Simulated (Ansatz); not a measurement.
# Lattice dynamics of (AlAs)2(GaP)1 [001] superlattice, started as zinc blende

Aim: the phonons of (AlAs)2(GaP)1 [001] superlattice, started as zinc blende at a cell relaxed beforehand at this level.

Program: Ansatz 0.2.0. Level of theory: DFT PBE, scalar-relativistic, plane waves, PAW. Results are calculated unless marked as measured.

The structure was built from a prototype and need not be the compound's stable phase.

## (1) Starting point

Symmetry: Imm2, No. 44, orthorhombic system. Conventional cell: a = 3.999 Å, b = 4.001 Å, c = 16.967 Å, α = 90.00°, β = 90.00°, γ = 90.00°. Nearest to Al lie 2 P at 2.40 Å and 2 As at 2.47 Å. Nearest to Al lie 4 As at 2.47 Å. As has 4 Al at 2.47 Å nearest. Nearest to As lie 2 Al at 2.47 Å and 2 Ga at 2.47 Å. Ga has 2 P at 2.42 Å and 2 As at 2.47 Å nearest. Nearest to P lie 2 Al at 2.40 Å and 2 Ga at 2.42 Å. Farther neighbours are not listed.

## (2) Zone-centre response

The cell comes from relaxations at this level that are not shown. The zone centre is the only wavevector solved here; it holds the modes that light can see, as far as symmetry allows. The response to a homogeneous field gives the Born charges and the dielectric tensor, and its change with displacement the Raman tensors.

Input file input.yaml:

```yaml
crystal:
  lattice:
    - [2.8288918193, 2.8288918193, 0.0]
    - [-2.8280233822, 2.8280233822, 0.0]
    - [2.8284576007, 0.0004342185, 8.4837094922]
  atoms:
    - { symbol: Al, position: [0.0039751517, -0.0039751517, -0.0079503033] }
    - { symbol: Al, position: [0.333494936, 0.666505064, 0.333010128] }
    - { symbol: As, position: [0.4187479385, 0.0812520615, 0.162504123] }
    - { symbol: As, position: [0.7484708738, 0.7515291262, 0.5030582525] }
    - { symbol: Ga, position: [0.6626140482, 0.3373859518, 0.6747719035] }
    - { symbol: P, position: [0.0826970518, 0.4173029482, 0.8346058965] }
kpoints:
  mp_grid: { grid: [8, 8, 8] }
hamiltonian:
  xc: pbe
scf:
  occupations: { method: fixed }
output:
  eigenvalues: true
phonons:
  method: dfpt
  dielectric: true
  rigid_motions: translations
  raman: true
```

Started as:

```
$ ansatz run input.yaml --threads 8 --pin off --max-ram 14336MiB --backend cpu --events-out ev --progress --plain --runs-dir out
```

Numbers of over 12 decimals in the logs are rounded to 6 here.

The program printed:

```text
Warning: crystal.symmetry: narrowed to the stabiliser of the run's FFT grids — unitary ops 4 → 1. A phonons.method: dfpt run fills in the rows of the dynamical matrix that it does not solve by its symmetry operations, which is exact only for operations that map its FFT grids onto themselves: filled in by any other, the frequencies could depend on the order in which like atoms are typed, or, by more than the grids' own error, on where the crystal sits among the grids' points. Excluded: 3 operations. The run can therefore solve more perturbations, solve them on more k-points, or both, and cost more. [rest of the remark cut]
Engine: ansatz 0.2.0, aarch64-unknown-linux-gnu
Pseudopotentials: kind: paw
Pseudopotential: Al, paw, valence charge 3, recommended cutoff 420 eV (normal), Al.paw.azcp
Pseudopotential: As, paw, valence charge 15, recommended cutoff 420 eV (normal), As.paw.azcp
Pseudopotential: Ga, paw, valence charge 13, recommended cutoff 420 eV (normal), Ga.paw.azcp
Pseudopotential: P, paw, valence charge 5, recommended cutoff 420 eV (normal), P.paw.azcp
Functional definition: PBE
  parameter kappa = 0.804
  parameter beta = 0.066725
  exchange = pbe_x(kappa = kappa, mu = beta*pi^2/3)
  correlation = pbe_c(beta = beta)
Crystal: 6 atoms, lattice volume = 135.742 Å³
Basis set: ecut = 420 eV, 2625 PW (Γ), exchange–correlation on 54×54×120 points (8 copies of the dense FFT grid, shifted against one another)
Bands: 33, of which v1, the nominal top of the filled ones, is band 27 counted from 1 (26 counted from 0)
Symmetry: 4 space group operations
k-points: 260 of 512 (irreducible under 1 space group operation, time reversal used)
Non-local potential: Al, projectors of the file, l = 0: 2, l = 1: 2, l = 2: 1
Non-local potential: As, projectors of the file, l = 0: 2, l = 1: 2, l = 2: 3, l = 3: 1
Non-local potential: Ga, projectors of the file, l = 0: 2, l = 1: 2, l = 2: 3, l = 3: 1
Non-local potential: P, projectors of the file, l = 0: 2, l = 1: 2, l = 2: 2
PAW form: soft (Blöchl's): semilocal exchange-correlation on the pseudo side does not see the compensation charge
PAW one-centre angular grid: Al, 110 points (default); XC on 64 Gauss nodes
PAW one-centre angular grid: As, 590 points (default); XC on 64 Gauss nodes
PAW one-centre angular grid: Ga, 590 points (default); XC on 64 Gauss nodes
PAW one-centre angular grid: P, 110 points (default); XC on 64 Gauss nodes
Initial density: superposition of atomic densities (neutral atoms: chi_scale 0, normalization atom), corrected by the library's trained network
Initial wavefunctions: pseudopotential atomic-orbital guess
Functional: x = pbe(κ = 0.804, μ = 0.219515), c = pbe(β = 0.066725)
SCF iter   1: F=—  HF=-15328.804868 eV  |F-HF|=—  |Δ(HF+E_count)|=         —  Δρ=1.61e-3  dr2=6.60e-3  ethr=1.77e-3  ⟨swp⟩=5.5  Hψ=32288  notcnv=0  defer=927
preconditioner: auto → Resta (q_TF=auto, 2.340 Å⁻¹)  ε∞=3.8  [insulator: Δε(μ)=1.410 eV  Ē_g=11.195 eV  n_scr=26 (ndim 8)  ℏωp=18.6 eV  f_vac=0.011  ε∞_Penn≈3.8]
SCF iter   2: F=—  HF=-15328.800506 eV  |F-HF|=—  |Δ(HF+E_count)|=   4.36e-3  Δρ=8.55e-4  dr2=1.63e-3  ethr=1.22e-5  ⟨swp⟩=3.0  Hψ=17039  notcnv=0  defer=1040
SCF iter   3: F=—  HF=-15328.800518 eV  |F-HF|=—  |Δ(HF+E_count)|=   1.17e-5  Δρ=4.58e-4  dr2=2.76e-4  ethr=3.02e-6  ⟨swp⟩=2.0  Hψ=13087  notcnv=0  defer=1039
SCF iter   4: F=—  HF=-15328.800375 eV  |F-HF|=—  |Δ(HF+E_count)|=   1.43e-4  Δρ=1.52e-4  dr2=4.94e-5  ethr=5.10e-7  ⟨swp⟩=2.0  Hψ=12779  notcnv=0  defer=1031
SCF iter   5: F=—  HF=-15328.800411 eV  |F-HF|=—  |Δ(HF+E_count)|=   3.64e-5  Δρ=4.66e-5  dr2=4.65e-6  ethr=9.15e-8  ⟨swp⟩=3.0  Hψ=15212  notcnv=0  defer=954
SCF iter   6: F=—  HF=-15328.800415 eV  |F-HF|=—  |Δ(HF+E_count)|=   4.06e-6  Δρ=1.87e-5  dr2=9.77e-7  ethr=8.62e-9  ⟨swp⟩=2.0  Hψ=15213  notcnv=0  defer=946
[...]
k-point 259: bands = [... 23 lower, 3.4293, 3.4743, 3.9739, 3.9823, 7.7469, 8.2680, 9.3534, 9.6019, ... 2 higher]
--- Phonons (Γ-DFPT): 18 representative perturbations + reference, on 260 of 512 k-points (Σ response iterations 64) ---
  ASR residual: 1.353e-4 → 0.000e0 eV/Å²; symmetrization residual: 3.139e-6 eV/Å²
  The last average, over the group as it would stand without the narrowing to the FFT grids, took up to 1.792e-5 eV/Å² of the zone centre's force constants
  ASR residual per site (eV/Å²): 1.35e-4 7.44e-5 1.66e-5 2.45e-5 5.27e-5 2.13e-5
  Γ frequencies (cm⁻¹): 0.00 0.00 0.00 83.13 91.01 94.16 116.90 170.72 212.52 241.70 298.41 308.53 332.89 333.31 351.62 366.71 403.16 406.44
  ε∞ (high-frequency dielectric tensor):
       10.092312    -0.077832    -0.000000
       -0.077832    10.092312    -0.000000
       -0.000000    -0.000000    10.050847
  ε⁰ (static dielectric tensor: ions relaxed, cell fixed):
       12.281485    -0.064341    -0.000000
       -0.064341    12.281485    -0.000000
       -0.000000    -0.000000    12.258486
  ε⁰ − ε∞ (ionic part):
        2.189173     0.013491    -0.000000
        0.013491     2.189173    -0.000000
       -0.000000    -0.000000     2.207639
  softest optical mode at Γ: 83.13 cm⁻¹; the repairs (sum rule, projections) moved no ω² at Γ by more than (2.43 cm⁻¹)²
  Born effective charges Z* (e; rows j = field, columns β = displacement):
    site 0:
         2.17154   -0.02565   -0.00000
        -0.02565    2.17154   -0.00000
        -0.00000   -0.00000    2.29064
    site 1:
         2.02747    0.04385   -0.00000
         0.04385    2.02747   -0.00000
[...]
site 2:
[...]
site 3:
[...]
site 4:
[...]
-0.02273    2.34314    0.00000
         0.00000    0.00000    2.15361
    site 5:
        -2.40449   -0.01768   -0.00000
        -0.01768   -2.40449   -0.00000
        -0.00000   -0.00000   -2.24702
  Z* charge neutrality: 9.382e-3 e pre-enforcement
  solved inside a basis spanned on kpoints, on 10×10×8 k-points transformed towards the longest dipole: ε∞ is read to err by 5.0e-2, Z* by 2.2e-2 e (field_mesh: kpoints solves on kpoints); Z* is corrected for what the basis lacks
  Raman tensors (in the event stream and the table raman_tensors.tsv): an entry may err by 4.9e-1 Å², one of the second-order susceptibility by 4.1e0 pm/V (basis, points and sum rule); their sum over the sites missed zero by 9.017e-4 Å² ahead of its enforcement
  optical modes at Γ without the LO–TO term, one row a degenerate level:
      ω (cm⁻¹)  modes    IR ((D/Å)²/amu)  static Raman (Å⁴/amu)  depolarisation
         83.13      1             0.0398                 0.1759           0.750
         91.01      1             0.0000                 7.1940           0.750
         94.16      1             0.0459                 0.0017           0.750
        116.90      1             0.0001                13.3526           0.750
        170.72      1             0.1834                23.6724           0.086
        212.52      1             0.5591               116.8745           0.181
        241.70      1             2.0018               109.3875           0.750
        298.41      1             1.5366                55.6936           0.389
        308.53      1             1.1313                40.1512           0.750
        332.89      1             0.2656                63.6991           0.750
        333.31      1             3.8634               185.7220           0.750
        351.62      1            14.9257               353.9131           0.750
        366.71      1            11.7479               200.1037           0.637
        403.16      1            10.3471                41.3369           0.750
[...]
optical modes at Γ + LO–TO along q̂ = [1.0000, 0.0000, 0.0000]:
      ω (cm⁻¹)  modes    IR ((D/Å)²/amu)  static Raman (Å⁴/amu)  depolarisation
[...]
optical modes at Γ + LO–TO along q̂ = [0.0000, 1.0000, 0.0000]:
      ω (cm⁻¹)  modes    IR ((D/Å)²/amu)  static Raman (Å⁴/amu)  depolarisation
[...]
optical modes at Γ + LO–TO along q̂ = [0.0000, 0.0000, 1.0000]:
      ω (cm⁻¹)  modes    IR ((D/Å)²/amu)  static Raman (Å⁴/amu)  depolarisation
[...]
333.31      1             3.8634               185.7220           0.750
        351.62      1            14.9257               353.9131           0.750
        386.52      1             6.3295               377.1555           0.728
        403.16      1            10.3471                41.3369           0.750
        417.25      1             9.3778               630.7961           0.361
[key lines of the parts left out:]
SCF converged after 10 iterations
Free energy (F): -15328.800415 eV
Fermi energy:    6.225942 eV
```

The job ended after 35 min (8 threads of Arm Neoverse V1, shared host; peak memory 7 GiB).

Reading the cycles: dr2 is the Hartree energy of the density residual (eV), the measure of convergence; HF is the Harris–Foulkes estimate of the energy, which meets the free energy F at convergence.

Numbers from this step:

```yaml
gap_on_the_k_mesh: 1.418 eV
volume_per_atom: 22.62 Å³
sum_rule_residual_before_enforcement: 1.35e-4 eV/Å²
miss_of_the_charge_sum_rule: 0.009382 e
estimated_error_of_the_dielectric_tensor: 0.05019
estimated_error_of_the_born_charges: 0.02152 e
point_group: mm2
highest_optical_mode_at_the_zone_centre_no_lo_to_term: 406.4 cm⁻¹
lowest_optical_zone_centre_mode: 83.13 cm⁻¹
mean_high_frequency_dielectric_constant: 10.08
largest_born_charge_third_of_the_trace: -2.352 e
mean_static_dielectric_constant: 12.27
top_of_the_zone_centre_spectrum_with_the_field: 417.3 cm⁻¹
```

Without the LO-TO term. Patterns of degenerate modes are one choice out of their space. Modes at Γ, with each element's share of the kinetic energy:

| mode | frequency (cm⁻¹) | symmetry | Al % | As % | Ga % | P % |
| --- | --- | --- | --- | --- | --- | --- |
| 1 | 0.0 | acoustic | 18 | 49 | 23 | 10 |
| 2 | 0.0 | acoustic | 18 | 49 | 23 | 10 |
| 3 | 0.0 | acoustic | 18 | 49 | 23 | 10 |
| 4 | 83.1 | B1 | 14 | 58 | 28 | 0 |
| 5 | 91.0 | B2 | 25 | 65 | 7 | 3 |
| 6 | 94.2 | B2 | 10 | 32 | 48 | 10 |
| 7 | 116.9 | B1 | 46 | 13 | 2 | 38 |
| 8 | 170.7 | A1 | 4 | 69 | 26 | 0 |
| 9 | 212.5 | A1 | 12 | 49 | 21 | 18 |
| 10 | 241.7 | B1 | 0 | 53 | 47 | 0 |
| 11 | 298.4 | A1 | 17 | 14 | 30 | 40 |
| 12 | 308.5 | B2 | 18 | 11 | 17 | 54 |
| 13 | 332.9 | B2 | 62 | 22 | 2 | 14 |
| 14 | 333.3 | B1 | 72 | 27 | 0 | 1 |
| 15 | 351.6 | B2 | 66 | 22 | 3 | 9 |
| 16 | 366.7 | A1 | 80 | 17 | 0 | 3 |
| 17 | 403.2 | B1 | 49 | 0 | 0 | 50 |
| 18 | 406.4 | A1 | 69 | 2 | 1 | 28 |

Displacements in mode 4 (83.1 cm⁻¹), the largest set to 1:
```
Al1  0.25 -0.25  0.00
Al2  0.97 -0.97  0.00
As3  1.00 -1.00  0.00
As4 -0.69  0.69  0.00
Ga5 -0.87  0.87  0.00
P6   0.13 -0.13  0.00
```

Displacements in mode 8 (170.7 cm⁻¹), the largest set to 1:
```
Al1  0.00  0.00  0.42
Al2  0.00  0.00  0.22
As3  0.00  0.00  1.00
As4  0.00  0.00 -0.52
Ga5  0.00  0.00 -0.71
P6   0.00  0.00 -0.12
```

Optical modes at the zone centre, without and with the macroscopic field of the longitudinal modes; each column is sorted by frequency, so a row need not hold one and the same mode. Modes with and without the field, by row:

| rank among optical modes | no field (cm⁻¹) | q along (1, 0, 0) (cm⁻¹) | q along (0, 0, 1) (cm⁻¹) |
| --- | --- | --- | --- |
| 1 | 83.1 | 83.3 | 83.1 |
| 2 | 91 | 91 | 91 |
| 3 | 94.2 | 94.3 | 94.2 |
| 4 | 116.9 | 116.9 | 116.9 |
| 5 | 170.7 | 170.7 | 171.4 |
| 6 | 212.5 | 212.5 | 214.1 |
| 7 | 241.7 | 244.1 | 241.7 |
| 8 | 298.4 | 298.4 | 301.2 |
| 9 | 308.5 | 309.4 | 308.5 |
| 10 | 332.9 | 332.9 | 332.9 |
| 11 | 333.3 | 335.5 | 333.3 |
| 12 | 351.6 | 366.3 | 351.6 |
| 13 | 366.7 | 366.7 | 386.5 |
| 14 | 403.2 | 406.4 | 403.2 |
| 15 | 406.4 | 417.3 | 417.2 |

Born charge (rows field, columns displacement) (e), principal values of the symmetric part by kind of site:

| atom | atoms with these values | low | middle | high | mean |
| --- | --- | --- | --- | --- | --- |
| Al1 | 1 | 2.15 | 2.20 | 2.29 | 2.21 |
| Al2 | 1 | 1.98 | 2.07 | 2.19 | 2.08 |
| As3 | 1 | -2.32 | -2.13 | -2.09 | -2.18 |
| As4 | 1 | -2.07 | -2.07 | -1.98 | -2.04 |
| Ga5 | 1 | 2.15 | 2.32 | 2.37 | 2.28 |
| P6 | 1 | -2.42 | -2.39 | -2.25 | -2.35 |

In full for Al1:

```
 2.17 -0.03  0.00
-0.03  2.17  0.00
 0.00  0.00  2.29
```

High-frequency dielectric tensor:

```
10.09 -0.08  0.00
-0.08 10.09  0.00
 0.00  0.00 10.05
```

Static dielectric tensor (ions relaxed, fixed cell):

```
12.28 -0.06  0.00
-0.06 12.28  0.00
 0.00  0.00 12.26
```

Transverse modes. Infrared lines, with heights relative to the strongest:

| position (cm⁻¹) | lines merged | relative intensity |
| --- | --- | --- |
| 83 | 1 | 0.3 |
| 91 | 1 | 0.0 |
| 94 | 1 | 0.3 |
| 117 | 1 | 0.0 |
| 171 | 1 | 1.2 |
| 212 | 1 | 3.7 |
| 242 | 1 | 13 |
| 298 | 1 | 10 |
| 308 | 1 | 7.6 |
| 333 | 2 | 28 |
| 352 | 1 | 100 |
| 367 | 1 | 79 |
| 403 | 1 | 69 |
| 406 | 1 | 19 |

Activity x (w_L - w)^4 (n + 1)/w, 532 nm, 300 K; the tensors are static ones, while 532 nm light lies above the computed direct gap, where resonance would change the heights; modes without the macroscopic field alone. Raman lines, with heights relative to the strongest:

| position (cm⁻¹) | lines merged | relative intensity |
| --- | --- | --- |
| 83 | 1 | 0.6 |
| 91 | 1 | 19 |
| 94 | 1 | 0.0 |
| 117 | 1 | 23 |
| 171 | 1 | 21 |
| 212 | 1 | 72 |
| 242 | 1 | 55 |
| 298 | 1 | 20 |
| 308 | 1 | 14 |
| 333 | 2 | 76 |
| 352 | 1 | 100 |
| 367 | 1 | 53 |
| 403 | 1 | 10 |
| 406 | 1 | 57 |

Static second-order susceptibility (pm/V), twice the coefficient d of second-harmonic generation. Second order susceptibility, by row:

| field along | xx | yy | zz | yz | xz | xy |
| --- | --- | --- | --- | --- | --- | --- |
| x | 0 | 0 | 0 | 116.7 | 4.48 | 0 |
| y | 0 | 0 | 0 | 4.48 | 116.7 | 0 |
| z | 4.48 | 4.48 | 8.41 | 0 | 0 | 116.7 |

Before it was imposed, the acoustic sum rule was missed by 1.4e-4 eV/Å² and the charge sum rule by 0.0094 e. Small misses are needed for a sound result but don't prove that mesh and cutoff are converged. The lowest optical mode is real, 83.1 cm⁻¹.

The log warns of the k mesh: “the force constants stand on the 8×8×8 k-mesh, whose period is 9.53 times the interband length at k = (0.0000, 0.0000, 0.0000), direct gap 1.418 eV, under 14: take them and everything formed from them as unconverged”.

## (3) Another isotope

An isotope changes the mass and not the force constants, so no new electronic calculation is needed; the shifts show which modes move this element.

The same force constants with the mass of Ga changed from 69.723 to 70.925 u (phonopy, no LO-TO term). Both lists are sorted by frequency; levels can cross, so a row need not hold one and the same mode. Modes under 3 cm⁻¹ are left out. Isotope shifts, by row:

| q | rank | natural mass (cm⁻¹) | changed mass (cm⁻¹) |
| --- | --- | --- | --- |
| 0 0 0 | 4 | 83.13 | 82.93 |
| 0 0 0 | 5 | 91.01 | 90.95 |
| 0 0 0 | 6 | 94.16 | 93.78 |
| 0 0 0 | 7 | 116.9 | 116.9 |
| 0 0 0 | 8 | 170.7 | 170.3 |
| 0 0 0 | 9 | 212.5 | 212.1 |
| 0 0 0 | 10 | 241.7 | 240.8 |
| 0 0 0 | 11 | 298.4 | 297.7 |
| 0 0 0 | 12 | 308.5 | 308.1 |
| 0 0 0 | 13 | 332.9 | 332.8 |
| 0 0 0 | 14 | 333.3 | 333.3 |
| 0 0 0 | 15 | 351.6 | 351.5 |
| 0 0 0 | 16 | 366.7 | 366.7 |
| 0 0 0 | 17 | 403.2 | 403.1 |
| 0 0 0 | 18 | 406.4 | 406.4 |

A mode of this element alone would shift by -0.85 %. The highest zone-centre frequency without the field goes from 406.4 to 406.4 cm⁻¹ (-0.0 %). The product of the frequency ratios over all optical modes at Γ is 0.980; the product rule, (m/m′)^(3k/2) (M′/M)^(3/2) with k = 1 such atoms and M the mass of the cell, gives 0.980.

## (4) Outcome

```json
{
 "space group (within 0.01 Å)": "Imm2",
 "volume per atom": "22.6 Å³",
 "gap on the k-mesh": "1.42 eV",
 "highest optical mode at the zone centre (no LO-TO term)": "406 cm⁻¹",
 "top of the zone-centre spectrum with the field": "417 cm⁻¹",
 "lowest optical zone-centre mode": "83.1 cm⁻¹",
 "mean high-frequency dielectric constant": "10.1",
 "mean static dielectric constant": "12.3",
 "largest Born charge (third of the trace)": "-2.35 e",
 "imaginary modes at Γ (the only wavevector solved)": "none"
}
```

The structure is stable against zone-centre distortions, since no mode there is imaginary; other wavevectors were not solved, so zone-boundary instabilities are untested. Without the field, the optical modes at Γ span 83 to 406 cm⁻¹. No dispersion was computed. The highest mode in this list at Γ, 406.4 cm⁻¹, has its largest share on Al (69 % of the kinetic energy). With the macroscopic field of the longitudinal modes the top of the zone-centre spectrum lies at 417 cm⁻¹, against 406 cm⁻¹ without it. Lattice motion raises the mean dielectric constant from 10.08 to 12.27. The strongest infrared line is at 352 cm⁻¹. Averaged over orientations, the strongest Raman line at 532 nm and 300 K is at 352 cm⁻¹, among the modes without the field; their longitudinal partners can be Raman active too. The tensors are the static, non-resonant ones, while 532 nm light (2.33 eV) lies above the computed gap. With the field response the log warns that the k mesh is coarse for the force constants too, so the frequencies may not be converged. The starting cell was built on a prototype and not taken from a measurement, so the phase need not exist. These are harmonic frequencies at zero temperature: anharmonic shifts, linewidths and thermal expansion are left out.

[Logs are printed without paths, hosts, clocks, repeated set-up lines and the standing remarks that a program may print on its own settings, such as how far it seeks lower states.]

[Hosts, paths, dates, database ids (printed as entryN), source tags and the programs' standing remarks are cut or masked in the printed files.]
